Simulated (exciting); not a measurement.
# Electron–core-hole interaction in the N K spectrum of LiGeN, part 2 of 3

Wanted: the near-edge spectrum and the bound core excitons at the N K edge of LiGeN.

exciting sodium; X-ray absorption, core-level Bethe-Salpeter equation, exchange and statically screened direct term, Tamm-Dancoff, all-electron LAPW+lo LDA.

So far. Step 3 (A richer basis for the empty states): Against the first ground state the total energy moves by -7 meV an atom and the gap by 0.00 eV.

**4. Screening, kernels and BSE for N atom 3**

The absorber has 3 Ge at 2.00 Å and 3 Li at 2.18 Å (distorted octahedral, site symmetry 3m).

The input, input.xml:

```
<input>
  <title>LiGeN</title>
  <structure speciespath="." autormt="false" epslat="1.0e-5">
    <crystal>
      <basevect>5.6926271065 0.0000000000 0.0000000000</basevect>
      <basevect>-2.8463135532 4.9299596885 0.0000000000</basevect>
      <basevect>0.0000000000 0.0000000000 17.8001977489</basevect>
    </crystal>
    <species speciesfile="Ge.xml" rmt="2.127">
      <atom coord="0.0000000000 0.0000000000 0.9980230000"/>
      <atom coord="0.0000000000 0.0000000000 0.4980230000"/>
    </species>
    <species speciesfile="N.xml" rmt="1.542">
      <atom coord="0.6666666667 0.3333333333 0.1032230000"/>
      <atom coord="0.3333333333 0.6666666667 0.6032230000"/>
    </species>
    <species speciesfile="Li.xml" rmt="2.236">
      <atom coord="0.3333333333 0.6666666667 0.2433920000"/>
      <atom coord="0.6666666667 0.3333333333 0.7433920000"/>
    </species>
  </structure>
  <groundstate do="skip" xctype="LDA_PW" ngridk="5 5 2" rgkmax="7" gmaxvr="14" nempty="8" swidth="0.001" maxscl="100" epsengy="1e-5"/>
  <xs xstype="BSE" ngridk="5 5 2" ngridq="5 5 2" vkloff="0.097 0.273 0.493" rgkmax="7" nempty="31" gqmax="3" lmaxapwwf="5" lmaxemat="2" broad="0.01654" tevout="true">
    <energywindow intv="13.318 14.935" points="439"/>
    <screening screentype="full" nempty="53"/>
    <BSE xas="true" xasspecies="2" xasatom="1" xasedge="K" bsetype="singlet" nstlxas="1 27"/>
    <qpointset>
      <qpoint>0 0 0</qpoint>
    </qpointset>
    <plan>
      <doonly task="xsgeneigvec"/>
      <doonly task="writepmatxs"/>
      <doonly task="scrgeneigvec"/>
      <doonly task="scrwritepmat"/>
      <doonly task="screen"/>
      <doonly task="scrcoulint"/>
      <doonly task="exccoulint"/>
    </plan>
  </xs>
</input>
```

The input, input.xml for the last start (plan only):

```
  <plan>
    <doonly task="bse"/>
  </plan>
```

The run is started by

```console
> OMP_NUM_THREADS=1 mpirun -n 4 exciting
> OMP_NUM_THREADS=4 exciting
```

Numbers of over 12 decimals in the logs are rounded to 6 here.

Output:

```text
| EXCITING SODIUM started for task xsgeneigvec ( 301)                          =
One-shot GS runs for BSE calculations
One-shot GS runs for k+qmt/2 grids
Info(xsgeneigvec): Generating eigenvectors for Q-point      1
Info(xsgeneigvec): Generation of eigenvectors finished
| EXCITING SODIUM started for task writepmatxs ( 320)                          =
Info(writepmatxs): Momentum matrix elements finished
| EXCITING SODIUM started for task scrgeneigvec ( 401)                         =
One-shot GS runs for BSE calculations
One-shot GS runs for k+qmt/2 grids
Info(xsgeneigvec): Generating eigenvectors for Q-point      1
Using screening GS parameters.
Info(xsgeneigvec): Generation of eigenvectors finished
| EXCITING SODIUM started for task scrwritepmat ( 420)                         =
Info(writepmatxs): Momentum matrix elements finished
Info(scrwritepmat): Momentum matrix elements for screening finished
| EXCITING SODIUM started for task screen ( 430)                               =
Info(screenlauncher): Calculating screening for unshifted q-grid.
Info(screenlauncher): Number of q points:      10
Info(screenlauncher): lowest (partially)  unoccupied state:     23
Info(screenlauncher): highest (partially) occupied state  :     22
Info(screenlauncher): number of occupied states considered:   22
Info(screenlauncher): number of unoccupied states considered:   54
Info(screenlauncher): Starting loop over q-points
Info(screenlauncher): Screening for unshifted q-grid finished
Info(screenlauncher): Screening finished
| EXCITING SODIUM started for task scrcoulint ( 440)                           =
Info(scrcoulintlauncher): Setting up screened Coulomb interaction matrix W.
Info(scrcoulintlauncher): Using momentum transfer vectors from list :   1 to  1
Info(scrcoulintlauncher): Calculating screened Coulomb interaction matrix W
Info(scrcoulintlauncher): Momentum transfer list index: iqmt=  1
Info(scrcoulintlauncher): Momentum transfer: vqmtl=   0.000   0.000   0.000
Info(scrcoulintlauncher): Calculating RR block of W
Info(scrcoulint): Inspecting occupations...
Info(setranges_modxs): Number of non-reduced k-points:       50
Info(setranges_modxs): Number of states considered:       54
Info(setranges_modxs): Number of (partially) occupied states:        2
Info(setranges_modxs): Highest (partially) occupied states:       22
Info(setranges_modxs): Number of (partially) unoccupied states:       32
Info(setranges_modxs): Lowest (partially) unoccupied states:       23
Info(scrcoulint): Selecting transitions...
Info(select_transitions): Inspecting transitions in the  band interval:
  lowest occupied state:   1
  highest occupied state:   2
  lowest unoccupied state:  23
  highest unoccupied state:  49
  Opening gap with a scissor of:      0.000/H      0.000/eV
Info(select_transitions): Number of participating transitions:    2700
Info(scrcoulint): Size of file SCCLI will be about     0.055401 GB
Info(scrcoulint): Using q-grid
Info(scrcoulint): Number of reduced q-points:     10
Info(scrcoulint): Number of non-reduced q-points:     50
Info(scrcoulint): Calculating W(G1,G2,qr) fourier coefficients
Info(scrcoulint): Calculating W matrix elements
Info(scrcoulintlauncher): Screened coulomb interaction finished for iqmt=   1
| EXCITING SODIUM started for task exccoulint ( 441)                           =
Info(exccoulintlauncher): Setting up exchange interaction matrix V.
Info(exccoulintlauncher): Using momentum transfer vectors from list :   1 to  1
Info(exccoulintlauncher):Calculating exchange interaction matrix V
Info(exccoulintlauncher): Momentum transfer list index: iqmt=  1
Info(exccoulintlauncher): Momentum transfer: vqmtl=   0.000   0.000   0.000
Info(exccoulintlauncher): Calculating RR block of V
Info(exccoulint): Inspecting occupations...
Info(setranges_modxs): Number of non-reduced k-points:       50
Info(setranges_modxs): Number of states considered:       54
Info(setranges_modxs): Number of (partially) occupied states:        2
Info(setranges_modxs): Highest (partially) occupied states:       22
Info(setranges_modxs): Number of (partially) unoccupied states:       32
Info(setranges_modxs): Lowest (partially) unoccupied states:       23
Info(exccoulint): Selecting transitions...
Info(select_transitions): Inspecting transitions in the  band interval:
  lowest occupied state:   1
  highest occupied state:   2
  lowest unoccupied state:  23
  highest unoccupied state:  49
  Opening gap with a scissor of:      0.000/H      0.000/eV
Info(select_transitions): Number of participating transitions:    2700
Info(exccoulint): Size of file EXCLI will be about     0.055401 GB
Info(exccoulint): Generating plane wave matrix elements for momentum transfer iqmt=   1
  Timing (in seconds)	   :     288.397
Info(exccoulint): Generating V matrix elements
Info(exccoulint): Zeroing Coulomb potential at G+qmt index:  1
Info(exccoulintlauncher): Exchange interaction finished for iqmt=   1
| EXCITING SODIUM started for task bse ( 445)                                  =
Info(bselauncher): Init time:    1.414720
Info(bselauncher): Setting up and diagonalizing BSE Hamiltonian.
Info(bselauncher): Using momentum transfer vectors from list :   1 to  1
Info(bselauncher): Distributing qmt-points over   1 processes.
Info(bselauncher): BSE type: singlet
Info(bselauncher): Momentum transfer list index: iqmt=  1
Info(bselauncher): Momentum transfer: vqmtl=   0.000   0.000   0.000
Info(bse): Inspecting occupations...
Info(setranges_modxs): Number of non-reduced k-points:       50
Info(setranges_modxs): Number of states considered:       54
Info(setranges_modxs): Number of (partially) occupied states:        2
Info(setranges_modxs): Highest (partially) occupied states:       22
Info(setranges_modxs): Number of (partially) unoccupied states:       32
Info(setranges_modxs): Lowest (partially) unoccupied states:       23
Info(select_transitions): Inspecting transitions in the  band interval:
  lowest occupied state:   1
  highest occupied state:   2
  lowest unoccupied state:  23
  highest unoccupied state:  49
  Opening gap with a scissor of:      0.000/H      0.000/eV
Info(select_transitions): Number of participating transitions:    2700
Info(bse): Selecting transitions...
Info(bse):bsegap (eV):   374.122952
Info(bse): Assembling BSE matrix
  RR/RA blocks of global BSE-Hamiltonian:
  Size of the Hamiltonian:    2700
  Number of k-points:      50
  Distributing matrix to   1 processes
  Local matrix shape   2700 x  2700
Info(bse): max local RAM needed for BSE matrices ~     0.108629 GB
Info(setup_bse_block): Setting up RR part of hamiltonian
Info(setup_bse_block): Singlet spin state
Info(bse): Diagonalizing RR Hamiltonian (TDA)
Info(bse): Invoking Lapack routine ZHEEVR
      2700 eigen solutions found in the interval:
         i1=       1 i2=    2700
Info(bse): Writing excition energies and oscillator strengths to text file.
Info(makespectrum_dist): Making spectrum using formula for coupling with time reversed AR basis.
Info(makespectrum_dist): Using formalism for vanishing momentum transfer.
Info(writederived): Writing quantities derived from the macroscopic dielectric function.
Info(bselauncher): Spectrum finished for iqmt=  1
Info(bselauncher): All done for BSE type singlet
```

Run time: 15 min. Hardware: 4 MPI ranks of Arm Neoverse V2, shared host.

Wall time by task: xsgeneigvec 20 s, writepmatxs 6.2 s, scrgeneigvec 19 s, scrwritepmat 5.1 s, screen 3.6 min, scrcoulint 5.3 min, exccoulint 4.9 min, bse 21 s.

The N K spectrum of N atom 3 (energy from the Kohn–Sham onset, core level to the lowest empty state found on the meshes used, 374.12 eV; the shifted mesh sets it, since it comes nearer the band minimum than the ground-state mesh; Im ε scaled to the maximum of the singlet run; cut below the end of the band set):

```
E (eV)  isotropic  ε ⊥ c  ε ∥ c
  -5.0       0.02   0.02   0.02
  -4.5       0.03   0.03   0.03
  -4.0       0.03   0.03   0.04
  -3.5       0.04   0.04   0.04
  -3.0       0.05   0.05   0.06
  -2.5       0.07   0.07   0.08
  -2.0       0.10   0.09   0.13
  -1.5       0.18   0.14   0.25
  -1.0       0.37   0.24   0.63
  -0.5       0.75   0.54   1.18
   0.0       1.00   1.10   0.80
   0.5       0.88   1.02   0.60
   1.0       0.81   0.97   0.50
   1.5       0.85   1.02   0.50
   2.0       0.97   1.13   0.65
   2.5       0.99   1.11   0.76
   3.0       0.83   0.88   0.74
   3.5       0.78   0.81   0.72
   4.0       0.73   0.74   0.71
   4.5       0.70   0.69   0.72
   5.0       0.70   0.65   0.79
   5.5       0.69   0.70   0.67
   6.0       0.60   0.64   0.52
   6.5       0.47   0.53   0.37
   7.0       0.45   0.54   0.27
   7.5       0.49   0.61   0.26
   8.0       0.46   0.53   0.32
   8.5       0.39   0.42   0.33
   9.0       0.48   0.51   0.42
   9.5       0.53   0.49   0.62
  10.0       0.52   0.46   0.63
  10.5       0.57   0.54   0.62
  11.0       0.42   0.39   0.47
  11.5       0.27   0.23   0.35
  12.0       0.22   0.17   0.33
  12.5       0.20   0.15   0.30
  13.0       0.18   0.13   0.27
  13.5       0.17   0.12   0.27
  14.0       0.18   0.13   0.28
  14.5       0.17   0.13   0.26
  15.0       0.19   0.14   0.29
  15.5       0.15   0.13   0.19
```

Maxima (height): 0.1 eV (1.00), 2.4 eV (1.00), 7.6 eV (0.49), 9.4 eV (0.54), 10.5 eV (0.57) and 14.9 eV (0.19).

The Hamiltonian has 2700 rows. The lowest groups of eigenvalues and the brightest ones, on the scale above. Core spinors bring spin-forbidden partners, so dark means forbidden by spin or by symmetry, and the shifted mesh splits states that symmetry would keep together:

```
energy (eV)  states within 10 meV  relative strength
     -0.625                     1               dark
     -0.587                     1               1.00
     -0.336                     2               0.18
     -0.227                     2              0.024
     -0.186                     2               0.20
     -0.104                     1               dark
     -0.087                     1               0.41
      0.007                     1               0.50
      0.141                     2               0.24
      0.212                     2               0.28
      1.676                     2               0.26
      1.932                     1               0.33
```

**5. Independent particles**

input.xml, as its differences from that of step 4:

```diff
@@ -25,3 +25,3 @@
     <screening screentype="full" nempty="53"/>
-    <BSE xas="true" xasspecies="2" xasatom="1" xasedge="K" bsetype="singlet" nstlxas="1 27"/>
+    <BSE xas="true" xasspecies="2" xasatom="1" xasedge="K" bsetype="IP" nstlxas="1 27"/>
     <qpointset>
@@ -30,9 +30,3 @@
     <plan>
-      <doonly task="xsgeneigvec"/>
-      <doonly task="writepmatxs"/>
-      <doonly task="scrgeneigvec"/>
-      <doonly task="scrwritepmat"/>
-      <doonly task="screen"/>
-      <doonly task="scrcoulint"/>
-      <doonly task="exccoulint"/>
+      <doonly task="bse"/>
     </plan>
```

The run is started by

```console
> OMP_NUM_THREADS=4 exciting
```

Output:

```text
| EXCITING SODIUM started for task bse ( 445)                                  =
Info(bselauncher): Init time:    0.505864
Info(bselauncher): Setting up and diagonalizing BSE Hamiltonian.
Info(bselauncher): Using momentum transfer vectors from list :   1 to  1
Info(bselauncher): Distributing qmt-points over   1 processes.
Info(bselauncher): BSE type: IP
Info(bselauncher): Momentum transfer list index: iqmt=  1
Info(bselauncher): Momentum transfer: vqmtl=   0.000   0.000   0.000
Info(bse): Inspecting occupations...
Info(setranges_modxs): Number of non-reduced k-points:       50
[...]
highest unoccupied state:  49
  Opening gap with a scissor of:      0.000/H      0.000/eV
Info(select_transitions): Number of participating transitions:    2700
Info(bse): Selecting transitions...
Info(bse):bsegap (eV):   374.122952
Info(bse): IP requested, nothing much to do
Info(bse): Writing excition energies and oscillator strengths to text file.
Info(makespectrum_dist): Making spectrum using formula for coupling with time reversed AR basis.
Info(makespectrum_dist): Using formalism for vanishing momentum transfer.
Info(writederived): Writing quantities derived from the macroscopic dielectric function.
Info(bselauncher): Spectrum finished for iqmt=  1
Info(bselauncher): All done for BSE type IP
```

The job ended after 1.5 s (4 threads).

Maxima (height): 3.9 eV (0.69), 4.8 eV (0.68), 6.4 eV (0.82), 10.0 eV (0.66) and 11.4 eV (0.98); 3 lower ones aren't listed. Against the singlet run the r.m.s. difference is 55 %. The highest maximum lies at 11.4 eV (0.98), against 0.1 eV (1.00).

**6. Exchange alone**

input.xml, as its differences from that of step 5:

```diff
@@ -25,3 +25,3 @@
     <screening screentype="full" nempty="53"/>
-    <BSE xas="true" xasspecies="2" xasatom="1" xasedge="K" bsetype="IP" nstlxas="1 27"/>
+    <BSE xas="true" xasspecies="2" xasatom="1" xasedge="K" bsetype="RPA" nstlxas="1 27"/>
     <qpointset>
```

The run is started by

```console
> OMP_NUM_THREADS=4 exciting
```

Output:

```text
| EXCITING SODIUM started for task bse ( 445)                                  =
Info(bselauncher): Init time:    0.506397
Info(bselauncher): Setting up and diagonalizing BSE Hamiltonian.
Info(bselauncher): Using momentum transfer vectors from list :   1 to  1
Info(bselauncher): Distributing qmt-points over   1 processes.
Info(bselauncher): BSE type: RPA
Info(bselauncher): Momentum transfer list index: iqmt=  1
Info(bselauncher): Momentum transfer: vqmtl=   0.000   0.000   0.000
Info(bse): Inspecting occupations...
Info(setranges_modxs): Number of non-reduced k-points:       50
[...]
Info(setup_bse_block): Setting up RR part of hamiltonian
Info(setup_bse_block): Using RPA approximation
Info(bse): Diagonalizing RR Hamiltonian (TDA)
Info(bse): Invoking Lapack routine ZHEEVR
      2700 eigen solutions found in the interval:
         i1=       1 i2=    2700
Info(bse): Writing excition energies and oscillator strengths to text file.
Info(makespectrum_dist): Making spectrum using formula for coupling with time reversed AR basis.
Info(makespectrum_dist): Using formalism for vanishing momentum transfer.
Info(writederived): Writing quantities derived from the macroscopic dielectric function.
Info(bselauncher): Spectrum finished for iqmt=  1
Info(bselauncher): All done for BSE type RPA
```

It took 12 s on 4 threads.

Maxima (height): 3.9 eV (0.66), 4.8 eV (0.65), 6.4 eV (0.81), 10.0 eV (0.66) and 11.4 eV (1.02); 3 lower ones aren't listed. The spectrum differs from the independent-particle run by 5 % r.m.s.

**7. Local-field cutoff**

Changed against the first singlet run: cutoff of the screened term (bohr⁻¹) from 3 to 4.

input.xml, as its differences from that of step 6:

```diff
@@ -22,6 +22,6 @@
   <groundstate do="skip" xctype="LDA_PW" ngridk="5 5 2" rgkmax="7" gmaxvr="14" nempty="8" swidth="0.001" maxscl="100" epsengy="1e-5"/>
-  <xs xstype="BSE" ngridk="5 5 2" ngridq="5 5 2" vkloff="0.097 0.273 0.493" rgkmax="7" nempty="31" gqmax="3" lmaxapwwf="5" lmaxemat="2" broad="0.01654" tevout="true">
+  <xs xstype="BSE" ngridk="5 5 2" ngridq="5 5 2" vkloff="0.097 0.273 0.493" rgkmax="7" nempty="31" gqmax="4" lmaxapwwf="5" lmaxemat="2" broad="0.01654" tevout="true">
     <energywindow intv="13.318 14.935" points="439"/>
     <screening screentype="full" nempty="53"/>
-    <BSE xas="true" xasspecies="2" xasatom="1" xasedge="K" bsetype="RPA" nstlxas="1 27"/>
+    <BSE xas="true" xasspecies="2" xasatom="1" xasedge="K" bsetype="singlet" nstlxas="1 27"/>
     <qpointset>
@@ -30,3 +30,5 @@
     <plan>
-      <doonly task="bse"/>
+      <doonly task="xsgeneigvec"/>
+      <doonly task="screen"/>
+      <doonly task="scrcoulint"/>
     </plan>
```

The input, input.xml for the exchange start (cutoff and plan only):

```
  gqmax="3"
  <plan>
    <doonly task="exccoulint"/>
  </plan>
```

The input, input.xml for the last start (plan only):

```
  <plan>
    <doonly task="bse"/>
  </plan>
```

The run is started by

```console
> OMP_NUM_THREADS=1 mpirun -n 4 exciting
> OMP_NUM_THREADS=1 mpirun -n 4 exciting
> OMP_NUM_THREADS=4 exciting
```

Output:

```text
| EXCITING SODIUM started for task xsgeneigvec ( 301)                          =
One-shot GS runs for BSE calculations
One-shot GS runs for k+qmt/2 grids
Info(xsgeneigvec): Generating eigenvectors for Q-point      1
Info(xsgeneigvec): Generation of eigenvectors finished
| EXCITING SODIUM started for task screen ( 430)                               =
Info(screenlauncher): Calculating screening for unshifted q-grid.
Info(screenlauncher): Number of q points:      10
Info(screenlauncher): lowest (partially)  unoccupied state:     23
[...]
Info(setup_bse_block): Setting up RR part of hamiltonian
Info(setup_bse_block): Singlet spin state
Info(bse): Diagonalizing RR Hamiltonian (TDA)
Info(bse): Invoking Lapack routine ZHEEVR
      2700 eigen solutions found in the interval:
         i1=       1 i2=    2700
Info(bse): Writing excition energies and oscillator strengths to text file.
Info(makespectrum_dist): Making spectrum using formula for coupling with time reversed AR basis.
Info(makespectrum_dist): Using formalism for vanishing momentum transfer.
Info(writederived): Writing quantities derived from the macroscopic dielectric function.
Info(bselauncher): Spectrum finished for iqmt=  1
Info(bselauncher): All done for BSE type singlet
```

It took 19 min on 4 MPI ranks.

(Continued in part 3 of 3.)

[Banner, clock and machine lines of the logs are left out without a mark of their own.]

[Logs are printed without paths, hosts, clocks, repeated set-up lines and the standing remarks that a program may print on its own settings, such as how far it seeks lower states.]

[Hosts, paths, dates, database ids (printed as entryN), source tags and the programs' standing remarks are cut or masked in the printed files.]
